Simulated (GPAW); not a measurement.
# Core-hole calculation of the N K edge in wurtzite (GaN)₁₋ₓ(AlN)ₓ at x = 0.875

Aim: the N K edge in wurtzite (GaN)₁₋ₓ(AlN)ₓ at x = 0.875, one member of a composition series.

Calculated with GPAW 26.7.0; X-ray absorption from dipole matrix elements to empty bands, plane-wave PAW LDA.

Report form: the programs' logs are mostly left out.

## 1. The structure

The cell holds 16 atoms: 7 Al, 8 N and 1 Ga. Its edges and angles: a = 6.243 Å, b = 5.407 Å, c = 5.007 Å, α = 90.0°, β = 90.0°, γ = 90.0°. 16-atom wurtzite cell, 7 of 8 Ga sites taken by Al at random, lattice constants typed for the ends and interpolated (Vegard).

As a file:

```xyz
16
Lattice="6.2432 0.0000 0.0000 0.0000 5.4068 0.0000 0.0000 0.0000 5.0074" Properties=species:S:1:pos:R:3 pbc="T T T"
Al    6.2296    0.0160    4.9882
N     0.0176    1.7956    0.6037
Al    0.0109    1.8008    2.5125
N     0.0207    0.0098    3.1054
Al    1.5587    2.7361    5.0061
N     1.5724    4.4980    0.5876
Al    1.5681    4.4965    2.5031
N     1.5487    2.6885    3.1098
Al    3.1147    5.4064    0.0198
N     3.1280    1.7910    0.6069
Al    3.1232    1.8111    2.5033
N     3.1482    0.0087    3.1043
Al    4.6801    2.7072    4.9977
N     4.6658    4.5190    0.6036
Ga    4.6744    4.4955    2.5068
N     4.6731    2.7080    3.1134
```

## 2. Relaxation

Bond lengths around the absorber set the edge shape, so the atoms are relaxed before any spectrum.

relax.py reads:

```python
import numpy as np
from ase import Atoms
from ase.parallel import parprint, paropen
from gpaw import GPAW, PW, FermiDirac, Mixer, MixerDif, setup_paths
from ase.optimize import BFGS

atoms = Atoms('AlNAlNAlNAlNAlNAlNAlNGaN',
    cell=[[6.24325, 0, 0],
     [0, 5.406813, 0],
     [0, 0, 5.007375]],
    scaled_positions=[[0.997809, 0.002951, 0.996166],
     [0.002813, 0.332105, 0.120569],
     [0.001739, 0.333056, 0.501762],
     [0.003312, 0.001818, 0.620171],
     [0.249666, 0.506045, 0.999747],
     [0.251856, 0.831918, 0.117341],
     [0.251164, 0.831638, 0.499891],
     [0.24806, 0.497246, 0.62105],
     [0.498896, 0.999928, 0.003949],
     [0.501014, 0.331244, 0.1212],
     [0.500258, 0.334961, 0.499923],
     [0.50426, 0.001612, 0.619946],
     [0.749619, 0.500694, 0.998061],
     [0.747341, 0.835792, 0.120541],
     [0.748709, 0.831459, 0.500622],
     [0.748504, 0.500848, 0.621758]],
    pbc=True)
atoms.calc = GPAW(legacy_gpaw=True, mode=PW(500, force_complex_dtype=True), xc='LDA', setups={},
    kpts={'size': (3, 3, 3), 'gamma': True}, occupations=FermiDirac(0.08),
    charge=0, mixer=Mixer(0.1, 5, 50), maxiter=150,
    convergence={'density': 0.0001, 'eigenstates': 1e-6}, txt='relax.txt')
steps = []
opt = BFGS(atoms, logfile='-')
opt.attach(lambda: steps.append([atoms.get_potential_energy(), float(np.linalg.norm(atoms.get_forces(), axis=1).max())]))
done = opt.run(fmax=0.05, steps=30)
out = dict(done=bool(done), steps=steps, frac=atoms.get_scaled_positions().tolist())
import json
with paropen('out.json', 'w') as f:
    json.dump(out, f)
```

On the command line:

```
$ OMP_NUM_THREADS=1 mpirun -n 4 gpaw python relax.py
```

The job ended after 55 s (4 MPI ranks of INTEL XEON PLATINUM 8581C at 2.10GHz (Emerald Rapids), shared host; peak memory 0.28 GiB; 3.7 min of CPU time).

In 6 steps the energy fell by 256 meV (energies extrapolated to zero smearing) and the largest force to 0.038 eV/Å. Atom 12 (N; the text counts from 1, the script from 0) is among those that moved most, by 0.08 Å.

## 3. The field without a hole

The ground state comes first: it tells whether the system has a gap, which decides how the excited electron is treated.

scf.py reads:

```python
import numpy as np
from ase import Atoms
from ase.parallel import parprint, paropen
from gpaw import GPAW, PW, FermiDirac, Mixer, MixerDif, setup_paths
from gpaw.test import gen
setup_paths.insert(0, '.')
gen('N', name='nch1s', xcname='LDA', corehole=(1, 0, 0), write_xml=True)
from gpaw.mpi import world
world.barrier()

atoms = Atoms('AlNAlNAlNAlNAlNAlNAlNGaN',
    cell=[[6.24325, 0, 0],
     [0, 5.406813, 0],
     [0, 0, 5.007375]],
    scaled_positions=[[0.002035, 0.0015342, 0.0007886],
     [0.000695, 0.3338875, 0.1207723],
     [0.0023944, 0.3337892, 0.5002879],
     [0.0087849, 0.0047937, 0.6227179],
     [0.2501583, 0.5008672, 0.0008604],
     [0.2500442, 0.8329559, 0.1209818],
     [0.2507165, 0.8325444, 0.5000861],
     [0.2503383, 0.5016358, 0.6202775],
     [0.4980644, 0.0016055, 0.0011354],
     [0.4996517, 0.334016, 0.1211407],
     [0.4982496, 0.3337994, 0.5007076],
     [0.4926733, 0.0047076, 0.6229298],
     [0.7502305, 0.4977314, 0.0011645],
     [0.750027, 0.8337093, 0.1060489],
     [0.7506385, 0.8335342, 0.5005528],
     [0.7503204, 0.4888633, 0.622688]],
    pbc=True)
atoms.calc = calc = GPAW(legacy_gpaw=True, mode=PW(500, force_complex_dtype=True), xc='LDA', setups={1: 'nch1s'},
    kpts={'size': (4, 5, 5), 'gamma': True}, occupations=FermiDirac(0.05),
    charge=0, mixer=Mixer(0.1, 5, 50), maxiter=150,
    convergence={'density': 0.0001, 'eigenstates': 1e-6}, txt='scf.txt')
energy = atoms.get_potential_energy() + calc.get_reference_energy()
ef = calc.get_fermi_level()
out = dict(energy=energy, fermi=ef, forces=atoms.get_forces().tolist())
parprint(f'all-electron energy {energy:.4f} eV, Fermi level {ef:.4f} eV')
ev = np.array([[calc.get_eigenvalues(k, s) for k in range(len(calc.get_ibz_k_points()))] for s in range(calc.get_number_of_spins())])
out['homo'], out['lumo'], out['counts'] = ev[ev < ef].max(), ev[ev > ef].min(), sorted(set((ev < ef).sum((0, 2)).tolist()))
out['filled'] = (ev[:, 0] < ef).sum(1).tolist()
import json
with paropen('out.json', 'w') as f:
    json.dump(out, f)
```

On the command line:

```
$ OMP_NUM_THREADS=1 mpirun -n 4 gpaw python scf.py
```

It took 39 s on 4 MPI ranks; peak memory 0.33 GiB; 2.6 min of CPU time.

The mesh shows a gap of 3.81 eV. The excited electron is kept all the same, so that all members of the series, with or without a gap, are treated alike.

## 4. Cell without a hole, the energy reference

The photon energy needs a difference of total energies, so the cell and mesh of the coming hole run are first run without a hole.

scf.py: that of step 3 with these lines changed.

```diff
@@ -32,3 +32,3 @@
 atoms.calc = calc = GPAW(legacy_gpaw=True, mode=PW(500, force_complex_dtype=True), xc='LDA', setups={1: 'nch1s'},
-    kpts={'size': (4, 5, 5), 'gamma': True}, occupations=FermiDirac(0.05),
+    kpts={'size': (3, 3, 3), 'gamma': True}, occupations=FermiDirac(0.02),
     charge=0, mixer=Mixer(0.1, 5, 50), maxiter=150,
```

The job ended after 15 s (4 MPI ranks; peak memory 0.27 GiB).

Reference energy: -110747.798 eV with the cores included.

## 5. Spectrum with XCH, N atom 2

The holes are 5.0 Å apart. In GPAW the data set carries the hole's charge, so charge=0 means a charged cell and charge=-1 a neutral one. The excited electron is kept in the cell, where it fills the lowest empty states and screens the hole. After the field has converged, empty bands are computed with the density fixed and the dipole matrix elements are summed.

The absorber has 4 Al at 1.89 Å (tetrahedral).

xas.py reads:

```python
import numpy as np
from ase import Atoms
from ase.parallel import parprint, paropen
from gpaw import GPAW, PW, FermiDirac, Mixer, MixerDif, setup_paths
from gpaw.test import gen
setup_paths.insert(0, '.')
gen('N', name='fch1s', xcname='LDA', corehole=(1, 0, 1), write_xml=True)
from gpaw.mpi import world
world.barrier()

atoms = Atoms('AlNAlNAlNAlNAlNAlNAlNGaN',
    cell=[[6.24325, 0, 0],
     [0, 5.406813, 0],
     [0, 0, 5.007375]],
    scaled_positions=[[0.002035, 0.0015342, 0.0007886],
     [0.000695, 0.3338875, 0.1207723],
     [0.0023944, 0.3337892, 0.5002879],
     [0.0087849, 0.0047937, 0.6227179],
     [0.2501583, 0.5008672, 0.0008604],
     [0.2500442, 0.8329559, 0.1209818],
     [0.2507165, 0.8325444, 0.5000861],
     [0.2503383, 0.5016358, 0.6202775],
     [0.4980644, 0.0016055, 0.0011354],
     [0.4996517, 0.334016, 0.1211407],
     [0.4982496, 0.3337994, 0.5007076],
     [0.4926733, 0.0047076, 0.6229298],
     [0.7502305, 0.4977314, 0.0011645],
     [0.750027, 0.8337093, 0.1060489],
     [0.7506385, 0.8335342, 0.5005528],
     [0.7503204, 0.4888633, 0.622688]],
    pbc=True)
atoms.calc = calc = GPAW(legacy_gpaw=True, mode=PW(500, force_complex_dtype=True), xc='LDA', setups={1: 'fch1s'},
    kpts={'size': (3, 3, 3), 'gamma': True}, occupations=FermiDirac(0.04),
    charge=-1, mixer=Mixer(0.1, 5, 50), maxiter=150,
    convergence={'density': 0.0001, 'eigenstates': 1e-6}, txt='scf.txt')
energy = atoms.get_potential_energy() + calc.get_reference_energy()
ef = calc.get_fermi_level()
out = dict(energy=energy, fermi=ef, forces=atoms.get_forces().tolist())
parprint(f'all-electron energy {energy:.4f} eV, Fermi level {ef:.4f} eV')
ev = np.array([[calc.get_eigenvalues(k, s) for k in range(len(calc.get_ibz_k_points()))] for s in range(calc.get_number_of_spins())])
out['homo'], out['lumo'], out['counts'] = ev[ev < ef].max(), ev[ev > ef].min(), sorted(set((ev < ef).sum((0, 2)).tolist()))
out['filled'] = (ev[:, 0] < ef).sum(1).tolist()

from ase.units import Ha
from gpaw.xas import dipole_matrix_elements
nb = int(calc.get_number_of_electrons() / 2) + 88
top, nb = nb, nb + 8 + nb // 12
nscf = calc.fixed_density(kpts={'size': (4, 4, 5), 'gamma': True}, nbands=nb,
    convergence={'bands': top, 'eigenstates': 5e-3}, maxiter=60, txt='nscf.txt')
cell = atoms.cell.array
ops = [cell.T @ U.T @ np.linalg.inv(cell.T) for U in nscf.wfs.kd.symmetry.op_scc]
filled = [32]  # bands filled in the ground state, by spin
E = np.arange(-6, 30, 0.1)
fwhm = np.interp(E, [4, 25], [0.9, 3.5])
Y, X, zero, highest = 0, 0, 1e9, 1e9
for spin in range(nscf.get_number_of_spins()):
    wfs = nscf.wfs
    mine = wfs.bd.get_slice()  # this rank's bands
    A = dipole_matrix_elements(wfs.setups[1])
    eps = np.zeros((wfs.kd.nibzkpts, nb))
    d = np.zeros((3, A.shape[1], wfs.kd.nibzkpts, nb), complex)
    for kpt in wfs.kpt_u:
        if kpt.s == spin and 1 in kpt.P_ani:
            eps[kpt.k, mine] = kpt.eps_n * Ha
            d[:, :, kpt.k, mine] = (kpt.weight * wfs.nspins / 2) ** 0.5 * np.inner(A, kpt.P_ani[1])
    world.sum(eps)
    world.sum(d)
    T = np.einsum('amkn,bmkn->abkn', d, d.conj()).real
    T = sum(np.einsum('ai,ijkn,bj->abkn', R, T, R) for R in ops) / len(ops)
    empty = np.ones_like(eps, bool) & (np.arange(nb) >= filled[spin])
    zero, highest = min(zero, eps[empty].min()), min(highest, eps[:, top - 1].min())
    lines = [(eps, T, empty)] if spin == 0 else lines + [(eps, T, empty)]
for eps, T, empty in lines:
    f = np.einsum('aakn->akn', T).reshape(3, -1)
    x = eps.ravel() - zero
    w = np.interp(x, E, fwhm) / 2.35482
    g = np.exp(-0.5 * ((E[:, None] - x) / w) ** 2) / (w * (2 * np.pi) ** 0.5)
    Y = Y + (f * empty.ravel()) @ g.T
    X = X + (f * ~empty.ravel()) @ g.T
out.update(E=E.round(2).tolist(), xas=Y.tolist(), xes=X.tolist(), zero=zero, valid=highest - zero, nk=len(eps), nb=nb)
for i in range(0, len(E), 10):
    parprint(f'{E[i]:7.2f}', *(f'{v:10.3e}' for v in Y[:, i]))
import json
with paropen('out.json', 'w') as f:
    json.dump(out, f)
```

On the command line:

```
$ OMP_NUM_THREADS=1 mpirun -n 4 gpaw python xas.py
```

Run time: 75 s. Hardware: 4 MPI ranks; peak memory 0.46 GiB.

The N K spectrum, N atom 2, excited-electron core hole (neutral cell) (energy from the bottom of the conduction band, which holds the excited electron; intensity scaled to a mean of 1 over the first 20 eV):

```
E (eV)  isotropic  ε ∥ x  ε ∥ y  ε ∥ z
  -2.0       0.00   0.00   0.00   0.00
  -1.5       0.00   0.00   0.00   0.00
  -1.0       0.00   0.00   0.00   0.00
  -0.5       0.00   0.00   0.00   0.00
   0.0       0.01   0.01   0.00   0.00
   0.5       0.04   0.05   0.03   0.04
   1.0       0.19   0.22   0.16   0.19
   1.5       0.69   0.73   0.58   0.75
   2.0       1.51   1.58   1.36   1.58
   2.5       1.85   1.88   1.78   1.89
   3.0       1.61   1.53   1.67   1.63
   3.5       1.49   1.41   1.75   1.32
   4.0       1.67   1.62   1.97   1.43
   4.5       2.11   2.21   2.44   1.66
   5.0       2.30   2.50   2.55   1.86
   5.5       1.99   2.13   1.89   1.94
   6.0       1.70   1.83   1.47   1.79
   6.5       1.72   1.63   1.45   2.07
   7.0       1.90   1.66   1.60   2.43
   7.5       1.79   1.56   1.57   2.25
   8.0       1.41   1.22   1.33   1.68
   8.5       1.03   0.97   1.09   1.04
   9.0       0.79   0.86   0.93   0.57
   9.5       0.67   0.80   0.85   0.38
  10.0       0.66   0.79   0.81   0.38
  10.5       0.69   0.83   0.77   0.48
  11.0       0.70   0.80   0.70   0.59
  11.5       0.64   0.67   0.59   0.66
  12.0       0.54   0.51   0.46   0.63
  12.5       0.43   0.38   0.36   0.54
  13.0       0.36   0.31   0.31   0.46
  13.5       0.36   0.33   0.33   0.42
  14.0       0.41   0.39   0.40   0.43
  14.5       0.46   0.45   0.47   0.45
  15.0       0.48   0.47   0.51   0.48
  15.5       0.50   0.47   0.52   0.51
  16.0       0.52   0.48   0.52   0.57
  16.5       0.58   0.52   0.56   0.66
  17.0       0.68   0.63   0.65   0.76
  17.5       0.80   0.77   0.76   0.86
  18.0       0.92   0.93   0.89   0.93
  18.5       1.01   1.06   0.99   0.97
  19.0       1.07   1.14   1.07   0.99
  19.5       1.11   1.18   1.13   1.00
  20.0       1.13   1.20   1.18   1.01
  20.5       1.15   1.21   1.22   1.03
  21.0       1.15   1.19   1.22   1.04
  21.5       1.13   1.16   1.19   1.04
  22.0       1.08   1.09   1.11   1.03
  22.5       1.00   1.00   1.00   1.00
  23.0       0.91   0.88   0.88   0.96
  23.5       0.81   0.77   0.77   0.91
```

Main maxima below 23 eV (height): 2.5 eV (1.85), 4.9 eV (2.31), 7.1 eV (1.91) and 20.8 eV (1.15). A K edge sees empty p states on the absorber.

The total-energy difference is 403.52 eV. One term is added: -7.76 eV, since the hole is spin-paired here and a spin-polarised one costs that much less in the free atom (computed apart). The photon energy is then 395.76 eV. The functional leaves an error in such absolute values: in the free atom LDA prices this hole 3.5 eV below PBE (computed apart), and PBE is itself good to a few eV.

## 6. Cell without a hole, the energy reference

The absorbing element, whose data set is made anew, changes for the next run, so it gets a reference energy of its own.

scf.py: that of step 4 with these lines changed.

```diff
@@ -6,3 +6,3 @@
 setup_paths.insert(0, '.')
-gen('N', name='nch1s', xcname='LDA', corehole=(1, 0, 0), write_xml=True)
+gen('Ga', name='nch1s', xcname='LDA', corehole=(1, 0, 0), write_xml=True)
 from gpaw.mpi import world
@@ -31,3 +31,3 @@
     pbc=True)
-atoms.calc = calc = GPAW(legacy_gpaw=True, mode=PW(500, force_complex_dtype=True), xc='LDA', setups={1: 'nch1s'},
+atoms.calc = calc = GPAW(legacy_gpaw=True, mode=PW(500, force_complex_dtype=True), xc='LDA', setups={14: 'nch1s'},
     kpts={'size': (3, 3, 3), 'gamma': True}, occupations=FermiDirac(0.02),
```

On the command line:

```
$ OMP_NUM_THREADS=1 mpirun -n 4 gpaw python scf.py
```

Elapsed: 17 s, on 4 MPI ranks; peak memory 0.27 GiB.

Reference energy: -110747.798 eV with the cores included.

## 7. Spectrum with XCH, Ga atom 15

The holes are 5.0 Å apart. The excited electron is kept in the cell, where it fills the lowest empty states and screens the hole. After the field has converged, empty bands are computed with the density fixed and the dipole matrix elements are summed.

The absorber has 3 N at 1.96 Å and 1 N at 1.98 Å (tetrahedral).

xas.py: that of step 5 with these lines changed.

```diff
@@ -6,3 +6,3 @@
 setup_paths.insert(0, '.')
-gen('N', name='fch1s', xcname='LDA', corehole=(1, 0, 1), write_xml=True)
+gen('Ga', name='fch1s', xcname='LDA', corehole=(1, 0, 1), write_xml=True)
 from gpaw.mpi import world
@@ -31,3 +31,3 @@
     pbc=True)
-atoms.calc = calc = GPAW(legacy_gpaw=True, mode=PW(500, force_complex_dtype=True), xc='LDA', setups={1: 'fch1s'},
+atoms.calc = calc = GPAW(legacy_gpaw=True, mode=PW(500, force_complex_dtype=True), xc='LDA', setups={14: 'fch1s'},
     kpts={'size': (3, 3, 3), 'gamma': True}, occupations=FermiDirac(0.04),
@@ -53,3 +53,3 @@
 E = np.arange(-6, 30, 0.1)
-fwhm = np.interp(E, [4, 25], [0.9, 3.5])
+fwhm = np.interp(E, [4, 25], [1.82, 3.5])
 Y, X, zero, highest = 0, 0, 1e9, 1e9
@@ -58,3 +58,3 @@
     mine = wfs.bd.get_slice()  # this rank's bands
-    A = dipole_matrix_elements(wfs.setups[1])
+    A = dipole_matrix_elements(wfs.setups[14])
     eps = np.zeros((wfs.kd.nibzkpts, nb))
@@ -62,5 +62,5 @@
     for kpt in wfs.kpt_u:
-        if kpt.s == spin and 1 in kpt.P_ani:
+        if kpt.s == spin and 14 in kpt.P_ani:
             eps[kpt.k, mine] = kpt.eps_n * Ha
-            d[:, :, kpt.k, mine] = (kpt.weight * wfs.nspins / 2) ** 0.5 * np.inner(A, kpt.P_ani[1])
+            d[:, :, kpt.k, mine] = (kpt.weight * wfs.nspins / 2) ** 0.5 * np.inner(A, kpt.P_ani[14])
     world.sum(eps)
```

On the command line:

```
$ OMP_NUM_THREADS=1 mpirun -n 4 gpaw python xas.py
```

Run time: 76 s. Hardware: 4 MPI ranks; peak memory 0.45 GiB; 5 min of CPU time.

The Ga K spectrum, Ga atom 15, excited-electron core hole (neutral cell) (energy from the bottom of the conduction band, which holds the excited electron; intensity scaled to a mean of 1 over the first 20 eV):

```
E (eV)  isotropic  ε ∥ x  ε ∥ y  ε ∥ z
  -2.0       0.00   0.00   0.00   0.00
  -1.0       0.00   0.00   0.00   0.01
   0.0       0.08   0.07   0.07   0.09
   1.0       0.50   0.53   0.51   0.47
   2.0       1.15   1.17   1.16   1.11
   3.0       1.04   0.90   0.97   1.27
   4.0       0.87   0.59   0.70   1.32
   5.0       1.27   0.95   0.94   1.91
   6.0       1.81   1.78   1.69   1.96
   7.0       2.17   2.60   2.62   1.29
   8.0       1.71   2.16   2.20   0.75
   9.0       1.11   1.28   1.23   0.82
  10.0       1.06   1.04   0.95   1.21
  11.0       1.11   0.99   0.97   1.37
  12.0       0.93   0.80   0.84   1.15
  13.0       0.68   0.58   0.63   0.81
  14.0       0.58   0.51   0.54   0.67
  15.0       0.56   0.50   0.51   0.66
  16.0       0.55   0.48   0.49   0.70
  17.0       0.64   0.56   0.57   0.79
  18.0       0.79   0.75   0.78   0.84
  19.0       0.88   0.92   0.95   0.76
  20.0       0.87   0.98   0.97   0.66
  21.0       0.81   0.94   0.87   0.62
  22.0       0.71   0.83   0.73   0.57
  23.0       0.61   0.70   0.62   0.51
  24.0       0.56   0.60   0.55   0.53
```

Main maxima below 23 eV (height): 2.4 eV (1.20), 7.0 eV (2.17), 10.8 eV (1.12) and 19.4 eV (0.89). 

The energy difference (zero at 10383 eV) isn't read as a photon energy: for so heavy an absorber the terms left out (the hole's spin, the functional's error) amount to tens of eV or more.

## 8. What came out

| Quantity | Value |
| --- | --- |
| absorber and edge | N K, atom 2 of the ground-state input (counted from 1) |
| surroundings | 4 Al at 1.89 Å (tetrahedral) |
| highest intensity below 16 eV | 4.9 eV above the zero, height 2.31 |
| photon energy of the zero, with the added terms | 395.8 eV (raw 403.5 eV; LDA puts this hole about 4 eV below PBE, itself good to a few eV) |

**Reading.** The N K edge of atom 2, with 4 Al at 1.89 Å (tetrahedral), has its highest intensity of the first 16 eV at 4.9 eV above the zero, near 401 eV in photon energy (LDA puts this hole about 4 eV below PBE, itself good to a few eV), 2.3 times the mean level of the first 20 eV (Gaussian full width 0.9 eV up to 4 eV, rising linearly to 3.5 eV at 25 eV). At the N K edge of atom 2 polarisation matters most near 4.7 eV, where the curves differ by 0.9 on this scale. The holes are only 5.0 Å apart, so the shape is probably not converged with cell size; no larger cell was run here. The mesh is coarse (0.29 Å⁻¹ between points), so small maxima may be mesh ripples. Lifetime broadening is put in by hand, and intensities beyond about 20 eV depend on it and on the partial waves.

[Logs are printed without paths, hosts, clocks, repeated set-up lines and the standing remarks that a program may print on its own settings, such as how far it seeks lower states.]

[Hosts, paths, dates, database ids (printed as entryN), source tags and the programs' standing remarks are cut or masked in the printed files.]

[Lists of maxima count a maximum above −3 eV only where it reaches 4 % of the highest in the window and stands out from its surroundings by 2 % of it (1.5 % where it reaches 55 %); shoulders and weaker maxima are passed over, and of the rest the first, up to two pre-edge ones and the few strongest are named.]
